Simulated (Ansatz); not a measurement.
# How the geometry moves the gap of SiC (F-43m)

Wanted: the change of the gap of SiC (F-43m) on relaxing cell and ions.

Main program and level: Ansatz 0.2.0; PBE, HSE06 and G0W0, plane waves, PAW.

**Experimental background.**

- Gap 2.4 eV: Tauc optical (indirect) gap of annealed polycrystalline 3C-SiC; UV-VIS spectroscopic ellipsometry, Tauc analysis; film (CVD ultrathin polycrystalline film, annealed, about 5 nm grains) (“On-Demand CMOS-Compatible Fabrication of Ultrathin Self-Aligned SiC Nanowire Arrays”, 2018, pmc:6267454).

- Gap 2.39 eV: band gap at cryogenic temperature; bulk crystal (literature value) (quoted in “Silicon carbide diodes for neutron detection”, 2020, arxiv:2009.14696).

### Step 1. Starting point

It takes space group F-43m (No. 216, cubic). The conventional cell has a = 4.358 Å, b = 4.358 Å, c = 4.358 Å, α = 90.00°, β = 90.00°, γ = 90.00°. Nearest to Si lie 4 C at 1.89 Å. Nearest to C lie 4 Si at 1.89 Å. Farther neighbours, and contacts between anions beyond the nearest, are not listed.

Structure file:

```cif
data_structure
_symmetry_space_group_name_H-M 'F-43m'
_symmetry_Int_Tables_number 216
_cell_length_a 4.3580
_cell_length_b 4.3580
_cell_length_c 4.3580
_cell_angle_alpha 90.000
_cell_angle_beta 90.000
_cell_angle_gamma 90.000
_cell_volume 82.77
loop_
_atom_site_label
_atom_site_type_symbol
_atom_site_symmetry_multiplicity
_atom_site_Wyckoff_symbol
_atom_site_fract_x
_atom_site_fract_y
_atom_site_fract_z
_atom_site_occupancy
Si1 Si 4 a 0.00000 0.00000 0.00000 1
C1 C 4 d 0.25000 0.25000 0.75000 1
```

The cell and positions come from the Crystallography Open Database and are kept as given unless a step says otherwise. The runs that relaxed it are not among those shown. The default PAW set here is soft_2. Its files were made with PBE.

### Step 2. PBE bands at the given cell

The cheap functional maps the bands first; the places of the edges decide which points the dearer methods must see.

This step: DFT, PBE, plane waves, PAW.

The input, input.yaml:

```yaml
crystal:
  lattice:
    - [0.0, 2.179, 2.179]
    - [2.179, 0.0, 2.179]
    - [2.179, 2.179, 0.0]
  atoms:
    - { symbol: Si, position: [0.0, 0.0, 0.0] }
    - { symbol: C, position: [0.25, 0.25, 0.25] }
kpoints:
  mp_grid: { grid: [10, 10, 10] }
  band_path:
    path:
      - [[0.0, 0.0, 0.0], [-0.5, -0.5, 0.0], [-0.375, -0.375, 0.25]]
      - [[-0.375, 0.0, 0.375], [0.0, 0.0, 0.0], [0.0, 0.0, 0.5], [-0.5, -0.25, 0.25], [-0.5, -0.5, 0.0]]
    npoints: 10
hamiltonian:
  xc: pbe
scf:
  occupations: { method: fermi_dirac, width: 0.02 }
  n_extra_bands: 4
output:
  eigenvalues: true
  write_density: true
  write_potential: true
  elf: true
  volumetric_format: npy
```

The run is started by

```
$ ansatz run input.yaml --threads 3 --pin off --max-ram 92160MiB --backend cuda --events-out ev --progress --plain --runs-dir out --devices 1 --max-vram 13GiB
```

Output:

```text
scf.n_extra_bands = 4 over 4 filled bands (N_el = 8.0): the run solves 8 bands
GPUs: using 1 of 1 available (devices: 1).
Engine: ansatz 0.2.0, x86_64-unknown-linux-gnu
Pseudopotentials: kind: paw
Pseudopotential: Si, paw, valence charge 4, recommended cutoff 420 eV (normal), Si.paw.azcp
Pseudopotential: C, paw, valence charge 4, recommended cutoff 420 eV (normal), C.paw.azcp
Functional definition: PBE
  parameter kappa = 0.804
  parameter beta = 0.066725
  exchange = pbe_x(kappa = kappa, mu = beta*pi^2/3)
  correlation = pbe_c(beta = beta)
device memory: the entry about to start is reckoned to put 1.0 GiB on a device that reports 40.2 GiB free (of which the cap on the GPU budget leaves the run 13.0 GiB)
GPU FFT provider: cuFFT
GPU libraries: cuBLAS 13.8.2, cuFFT 12.4.0, cuSOLVER 12.3.4
Crystal: 2 atoms, lattice volume = 20.692 Å³
Basis set: ecut = 420 eV, 411 PW (Γ)
Bands: 8, of which v1, the nominal top of the filled ones, is band 4 counted from 1 (3 counted from 0)
Symmetry: 24 space group operations
Space group: F-43m (ITA 216), of the structure as read, at distance tolerance 2.7e-5 Å
k-points: 47 of 1000 (time reversal used)
Non-local potential: Si, projectors of the file, l = 0: 2, l = 1: 2, l = 2: 2
Non-local potential: C, projectors of the file, l = 0: 2, l = 1: 2, l = 2: 1
PAW form: soft (Blöchl's): semilocal exchange-correlation on the pseudo side does not see the compensation charge
PAW one-centre angular grid: Si, 110 points (default); XC on 64 Gauss nodes
PAW one-centre angular grid: C, 110 points (default); XC on 64 Gauss nodes
Initial density: superposition of atomic densities (neutral atoms: chi_scale 0, normalization atom), corrected by the library's trained network
Initial wavefunctions: pseudopotential atomic-orbital guess
GPU buffer pool allocated for 13824 grid points (all kernels)
GPU transforms: local potential and band sums: pruned to the plane-wave sphere, on 24×24×24
Functional: x = pbe(κ = 0.804, μ = 0.219515), c = pbe(β = 0.066725)
SCF iter   1: F=—  HF=-887.156911 eV  |F-HF|=—  |Δ(HF+E_count)|=         —  Δρ=2.20e-3  dr2=1.02e-3  ethr=1.77e-3  ⟨swp⟩=6.0  Hψ=3097  notcnv=0
preconditioner: auto → none  [insulator: Δε(μ)=1.336 eV  Ē_g=14.040 eV  σ=0.020 eV  W_gap=1.00  n_scr=0 (ndim 8)  ℏωp=23.1 eV  f_vac=0.000  D(μ)=0.00/eV (n_scr^D=0)  ε∞_Penn≈3.7]
SCF iter   2: F=—  HF=-887.156959 eV  |F-HF|=—  |Δ(HF+E_count)|=   4.79e-5  Δρ=7.88e-4  dr2=7.29e-5  ethr=1.27e-5  ⟨swp⟩=2.4  Hψ=1068  notcnv=0
SCF iter   3: F=—  HF=-887.156966 eV  |F-HF|=—  |Δ(HF+E_count)|=   7.08e-6  Δρ=3.50e-4  dr2=6.41e-6  ethr=9.11e-7  ⟨swp⟩=2.7  Hψ=563  notcnv=0
SCF iter   4: F=—  HF=-887.156991 eV  |F-HF|=—  |Δ(HF+E_count)|=   2.51e-5  Δρ=3.60e-5  dr2=1.54e-7  ethr=8.01e-8  ⟨swp⟩=2.2  Hψ=544  notcnv=0
iter 5 did not close the SCF: its close was put off for the readings that it lacked (scf_convergence_deferred on its scf_iter line)
SCF iter   5: F=-887.156991 eV  HF=-887.156991 eV  |F-HF|=1.24e-9  |Δ(HF+E_count)|=   2.45e-7  Δρ=2.84e-6  dr2=1.08e-9  ethr=1.93e-9  ⟨swp⟩=2.0  Hψ=563  notcnv=0
SCF iter   6: F=-887.156991 eV  HF=-887.156991 eV  |F-HF|=4.17e-11  |Δ(HF+E_count)|=   3.09e-9  Δρ=4.29e-7  dr2=2.57e-11  ethr=1.35e-11  ⟨swp⟩=1.0  Hψ=1104  notcnv=0
SCF 1 converged in 6 iterations: F = -887.156991 eV  dr2 = 2.57e-11
[...]
device memory: the entry about to start is reckoned to put 0.6 GiB on a device that reports 40.0 GiB free (of which the cap on the GPU budget leaves the run 13.0 GiB)
NSCF: frozen V_eff on 62 k-points, pencils in batches of 32, up to order 40
SCF converged after 6 iterations
Free energy (F): -887.156991 eV
Harris-Foulkes:  -887.156991 eV  (|F-HF|=4.17e-11)
Internal energy: -887.156991 eV  (E = F + TS)
E sigma→0 (E₀):  -887.156991 eV
Fermi energy:    10.160074 eV
--- Per-component energies (eV) ---
  E_band       = 28.694694
  E_kinetic    = 135.723491
  E_local      = -104.408739  (includes V_loc(G=0)·N_el)
  E_nonlocal   = 51.849436
  E_hartree    = 32.057425
  E_xc         = -105.503264
  E_vxc        = -109.369944  (∫ρ·V_xc dr)
  E_paw        = -612.091571  (= ΣΔE_a)
  E_vpaw       = -9.214384  (= ΣTr[D̂ρ^β])
  E_aug_tail   = 0.000011  (compensation charges beyond the density's cutoff)
  E_ewald      = -284.783780
  E_smearing   = -0.000000  (= −TS)
  E_closure    = 0.000000  (closes the sum)
  Σ components = -887.156991   (vs F -887.156991, Δ=0.00e0)
--- Band table (eV; the first three rows and the last of 47) ---
  k-point 0: bands = ["-5.9243", "9.4796", "9.4796", "9.4796", "15.6933", "16.7893", "16.7893", "16.7893"]
  k-point 1: bands = ["-5.7289", "8.4712", "9.3460", "9.3460", "15.9607", "17.0320", "17.0320", "17.0581"]
  k-point 2: bands = ["-5.1514", "6.3515", "9.0392", "9.0392", "15.6774", "17.3902", "17.3902", "18.2526"]
  k-point 46: bands = ["-0.6988", "2.3441", "4.6856", "4.9084", "14.1642", "17.5362", "19.5053", "20.6798"]
```

The job ended after 4.1 s (1 × NVIDIA H100 80GB HBM3 (shared by 6 runs) with 3 threads of AMD EPYC 7R13 (Zen 3), shared host; peak memory 0.87 GiB).

The column dr2 measures how far the density is from self-consistency, as an energy; F and HF (Harris–Foulkes) agree once it is small.

Read from the output:

```
filled bands         : 4
gap                  : 1.359 eV
valence top at       : Γ
conduction bottom at : X
least direct gap     : 4.546 eV
```

The gap is indirect, with the least direct gap 3.19 eV higher.

### Step 3. The relaxed cell

Cell and ions were relaxed with PBE; that run is not shown. It left this cell:

The structure is cubic, space group F-43m (No. 216). Conventional cell: a = 4.380 Å, b = 4.380 Å, c = 4.380 Å, α = 90.00°, β = 90.00°, γ = 90.00°. Nearest to Si lie 4 C at 1.90 Å. C has 4 Si at 1.90 Å nearest. Farther neighbours, and contacts between anions beyond the nearest, are not listed.

### Step 4. PBE at the relaxed cell

The cell differs from the one that the last finished run ended in (a 3.082 → 3.097 Å, b 3.082 → 3.097 Å, c 3.082 → 3.097 Å).

input.yaml, the sections that differ from step 2:

```yaml
crystal:
  lattice:
    - [0.0, 2.1898800683, 2.1898800683]
    - [2.1898800683, 0.0, 2.1898800683]
    - [2.1898800683, 2.1898800683, 0.0]
  atoms:
    - { symbol: Si, position: [0.0, 0.0, 0.0] }
    - { symbol: C, position: [0.25, 0.25, 0.25] }
output:
  eigenvalues: true
# kpoints, hamiltonian, scf: as in step 2
```

Output:

```text
[...]
GPUs: using 1 of 1 available (devices: 1).
[...]
GPU FFT provider: cuFFT
GPU libraries: cuBLAS 13.8.2, cuFFT 12.4.0, cuSOLVER 12.3.4
Crystal: 2 atoms, lattice volume = 21.003 Å³
Basis set: ecut = 420 eV, 411 PW (Γ)
Bands: 8, of which v1, the nominal top of the filled ones, is band 4 counted from 1 (3 counted from 0)
Symmetry: 24 space group operations
[...]
SCF 1 converged in 6 iterations: F = -887.160157 eV  dr2 = 4.73e-11
[...]
NSCF: frozen V_eff on 62 k-points, pencils in batches of 32, up to order 40
SCF converged after 6 iterations
Free energy (F): -887.160157 eV
[...]
Internal energy: -887.160157 eV  (E = F + TS)
E sigma→0 (E₀):  -887.160157 eV
Fermi energy:    9.979731 eV
[...]
--- Band table (eV; the first three rows and the last of 47) ---
[...]
```

Wall time 9.6 s (1 × NVIDIA H100 80GB HBM3 (shared by 6 runs) with 3 threads); peak memory 0.85 GiB; 3.4 s of CPU time.

Read from the output:

```yaml
gap: 1.373 eV
valence_top_at: Γ
conduction_bottom_at: X
least_direct_gap: 4.530 eV
```

The gap is indirect, with the least direct gap 3.16 eV higher.

### Step 5. HSE06 at the relaxed cell

HSE06 mixes in a quarter of exact exchange at short range. Exchange couples all pairs of k points, which makes a full band path dear, so levels are read on the mesh and at chosen points.

This step: DFT, HSE06, plane waves, PAW.

The input, input.yaml:

```yaml
crystal:
  lattice:
    - [0.0, 2.1898800683, 2.1898800683]
    - [2.1898800683, 0.0, 2.1898800683]
    - [2.1898800683, 2.1898800683, 0.0]
  atoms:
    - { symbol: Si, position: [0.0, 0.0, 0.0] }
    - { symbol: C, position: [0.25, 0.25, 0.25] }
kpoints:
  mp_grid: { grid: [6, 6, 6] }
  band_path:
    path:
      - [0.0, 0.0, 0.0]
      - [-0.5, -0.5, 0.0]
      - [-0.375, -0.375, 0.25]
      - [-0.375, 0.0, 0.375]
      - [0.0, 0.0, 0.5]
      - [-0.5, -0.25, 0.25]
    npoints: 1
hamiltonian:
  xc: hse06
scf:
  occupations: { method: fixed }
  n_extra_bands: 4
output:
  eigenvalues: true
  write_density: true
  write_potential: true
  elf: true
  volumetric_format: npy
```

Output:

```text
[...]
GPUs: using 1 of 1 available (devices: 1).
[...]
davidson cushion auto → on  (no smearing: the cushion is to keep the highest requested band from converging to the state above it; pin scf.eigensolver.cushion to override)
[...]
GPU FFT provider: cuFFT
GPU libraries: cuBLAS 13.8.2, cuFFT 12.4.0, cuSOLVER 12.3.4
Crystal: 2 atoms, lattice volume = 21.003 Å³
Basis set: ecut = 420 eV, 411 PW (Γ)
[...]
Stability not checked: this state was not tested for a lower state beside it, because the functional holds exact exchange (a hybrid, or Hartree-Fock), whose exchange loop this test does not read (fock_operator; see scf.lower_state_search)
Free energy (F): -887.776751 eV
Frozen-core exchange: fock
[...]
Internal energy: -887.776751 eV  (E = F + TS)
E sigma→0 (E₀):  -887.776751 eV
Fermi energy:    8.693346 eV
[...]
--- Band table (eV; the first three rows and the last of 16) ---
[...]
```

It took 22 s on 1 × NVIDIA H100 80GB HBM3 (shared by 6 runs) with 3 threads; peak memory 1 GiB; 16 s of CPU time.

This step gave:

- gap: 2.237 eV
- valence top at: Γ
- conduction bottom at: X
- least direct gap: 5.699 eV

The gap stands +0.86 eV against PBE.

### Step 6. G0W0 at the relaxed cell

G0W0 replaces the xc potential by the self-energy, built once from these orbitals. Only a window of levels is corrected, while the sums run over the empty bands that the input names.

This step: G0W0 on PBE, plane waves, PAW.

The input, input.yaml:

```yaml
crystal:
  lattice:
    - [0.0, 2.1898800683, 2.1898800683]
    - [2.1898800683, 0.0, 2.1898800683]
    - [2.1898800683, 2.1898800683, 0.0]
  atoms:
    - { symbol: Si, position: [0.0, 0.0, 0.0] }
    - { symbol: C, position: [0.25, 0.25, 0.25] }
kpoints:
  mp_grid: { grid: [6, 6, 6] }
hamiltonian:
  xc: pbe
scf:
  occupations: { method: fixed }
gw:
  n_empty_bands: 62
  ecut_chi: 120
  qp_bands: [v2, c2]
  qp_kpoints: band_edges
  screening: { model: contour_deformation }
```

Output:

```text
GPUs: using 1 of 1 available (devices: 1).
[...]
GPU FFT provider: cuFFT
GPU libraries: cuBLAS 13.8.2, cuFFT 12.4.0, cuSOLVER 12.3.4
Crystal: 2 atoms, lattice volume = 21.003 Å³
Basis set: ecut = 420 eV, 411 PW (Γ)
Bands: 8, of which v1, the nominal top of the filled ones, is band 4 counted from 1 (3 counted from 0)
Symmetry: 24 space group operations
[...]
k-points: 16 of 216 (time reversal used)
[...]
1     6     17.0155    -7.8315    -5.3095   -13.8088  0.7912    17.6876    17.6833  root
[...]
12     3      6.1407   -18.5033     3.0396   -14.7361  0.7697     5.4069     5.4131  root
    12     4      6.1407   -18.5033     3.0396   -14.7361  0.7697     5.4069     5.4131  root
    12     5     10.6670    -7.0897    -3.9421   -11.2925  0.8172    10.9280    10.9277  root
    12     6     13.5680    -7.4056    -4.4181   -12.2722  0.8193    14.0178    14.0165  root
[key lines of the parts left out:]
SCF converged after 6 iterations
Free energy (F): -887.149536 eV
Fermi energy:    9.300084 eV
```

Run time: 7.2 s. Hardware: 1 × NVIDIA H100 80GB HBM3 (shared by 6 runs) with 3 threads; peak memory 0.97 GiB.

This step gave:

| Item | Value |
| --- | --- |
| bands summed | 66 |
| RPA ε∞ on this mesh (eigenvalues) | 7.187, 7.187, 7.187 |
| plane waves in the screening matrix | 59 |
| G0W0 gap on the mesh | 2.107 eV |
| k of the valence top | 0, 0, 0 |
| k of the conduction bottom | 0, -0.5, -0.5 |
| starting gap on the mesh | 1.367 eV |
| least direct G0W0 gap on the computed points | 5.515 eV |

The gap on the mesh goes from 1.37 eV to 2.11 eV, a correction of +0.74 eV. Between the two edge states, bare exchange in place of the xc potential would open the gap by 6.80 eV, and correlation takes back 6.06 eV.

### Step 7. G0W0 at the given cell

input.yaml, the sections that differ from step 6:

```yaml
crystal:
  lattice:
    - [0.0, 2.179, 2.179]
    - [2.179, 0.0, 2.179]
    - [2.179, 2.179, 0.0]
  atoms:
    - { symbol: Si, position: [0.0, 0.0, 0.0] }
    - { symbol: C, position: [0.25, 0.25, 0.25] }
gw:
  n_empty_bands: 61
  ecut_chi: 120
  qp_bands: [v2, c2]
  qp_kpoints: band_edges
  screening: { model: contour_deformation }
# kpoints, hamiltonian, scf: as in step 6
```

Output:

```text
GPUs: using 1 of 1 available (devices: 1).
[...]
GPU FFT provider: cuFFT
GPU libraries: cuBLAS 13.8.2, cuFFT 12.4.0, cuSOLVER 12.3.4
Crystal: 2 atoms, lattice volume = 20.692 Å³
Basis set: ecut = 420 eV, 411 PW (Γ)
Bands: 8, of which v1, the nominal top of the filled ones, is band 4 counted from 1 (3 counted from 0)
Symmetry: 24 space group operations
[...]
k-points: 16 of 216 (time reversal used)
[...]
1     6     17.3075    -7.8659    -5.3208   -13.8664  0.7921    17.9917    17.9872  root
[...]
12     3      6.2987   -18.5907     3.0620   -14.7968  0.7706     5.5605     5.5668  root
    12     4      6.2987   -18.5907     3.0620   -14.7968  0.7706     5.5605     5.5668  root
    12     5     10.8405    -7.1389    -3.9404   -11.3461  0.8180    11.1077    11.1073  root
    12     6     13.8070    -7.4324    -4.4274   -12.3162  0.8203    14.2647    14.2634  root
[key lines of the parts left out:]
SCF converged after 6 iterations
Free energy (F): -887.146516 eV
Fermi energy:    9.487149 eV
```

It took 10 s on 1 × NVIDIA H100 80GB HBM3 (shared by 6 runs) with 3 threads; peak memory 0.98 GiB.

Numbers from this step:

```yaml
bands_summed: 65
rpa_eps_infinity_on_this_mesh_eigenvalues: 7.148, 7.148, 7.148
plane_waves_in_the_screening_matrix: 59
g0w0_gap_on_the_mesh: 2.102 eV
k_of_the_valence_top: 0, 0, 0
k_of_the_conduction_bottom: 0, -0.5, -0.5
starting_gap_on_the_mesh: 1.353 eV
least_direct_g0w0_gap_on_the_computed_points: 5.541 eV
```

The gap on the mesh goes from 1.35 eV to 2.10 eV, a correction of +0.75 eV. Between the two edge states, bare exchange in place of the xc potential would open the gap by 6.83 eV, and correlation takes back 6.08 eV.

### Step 8. Together

G0W0 rows are gaps on the mesh, lowered where the mesh misses an edge of the band path.

```tsv
level	given cell (eV)	relaxed cell (eV)	change (eV)
PBE	1.36	1.37	+0.01
HSE06	-	2.24	-
G0W0@PBE	2.10	2.11	+0.005
```

### Step 9. Results

* volume change: +1.5 %
* PBE, given cell: 1.36 eV
* PBE, relaxed cell: 1.37 eV
* HSE06, relaxed cell: 2.24 eV
* G0W0@PBE, relaxed cell: 2.11 eV
* G0W0@PBE, given cell: 2.10 eV
* known limits: short of the basis limit

**Reading.** Relaxation changes the volume by +1.5 % and the gap by +0.01 eV (PBE) and +0.005 eV (G0W0@PBE). Against experiment, by G0W0@PBE at the given cell: the gap of 2.10 eV lies −0.30 eV from the measured 2.4 eV (indirect, 2018); the gap of 2.10 eV lies −0.29 eV from the measured 2.39 eV (kind not stated, quoted 2020). The calculation has static nuclei and no excitons; a measured gap holds zero-point and thermal motion, which mostly lowers it. Bands and cutoff are finite, so the gap stands short of the basis limit, usually by up to a few tenths of an eV; the mesh is an error of its own.

[Long decimals in the printed logs are rounded to 6 places.]

[Logs are printed without paths, hosts, clocks, repeated set-up lines and the standing remarks that a program may print on its own settings, such as how far it seeks lower states.]

[Paths, hosts, dates, memory and timing lines, banners, echoed tables and standing remarks are left out of the program output; an Ansatz launch command may be rebuilt from the run's recorded settings. Measured values are a selection of at most five: reports struck by readers or far from the other reports are left out. None is set beside runs whose start may be inverted or whose files or cutoffs have a known fault.]

[Runs of the session that timed out or met a known fault of the program may be left out.]

[Cells called generated may have been cut or substituted from an entry of the Crystallography Open Database or the Materials Project.]

[Hosts, paths, dates, database ids (printed as entryN), source tags and the programs' standing remarks are cut or masked in the printed files.]

[Where the starting crystal was built by hand or by swapping elements, it need not be the compound's stable phase.]
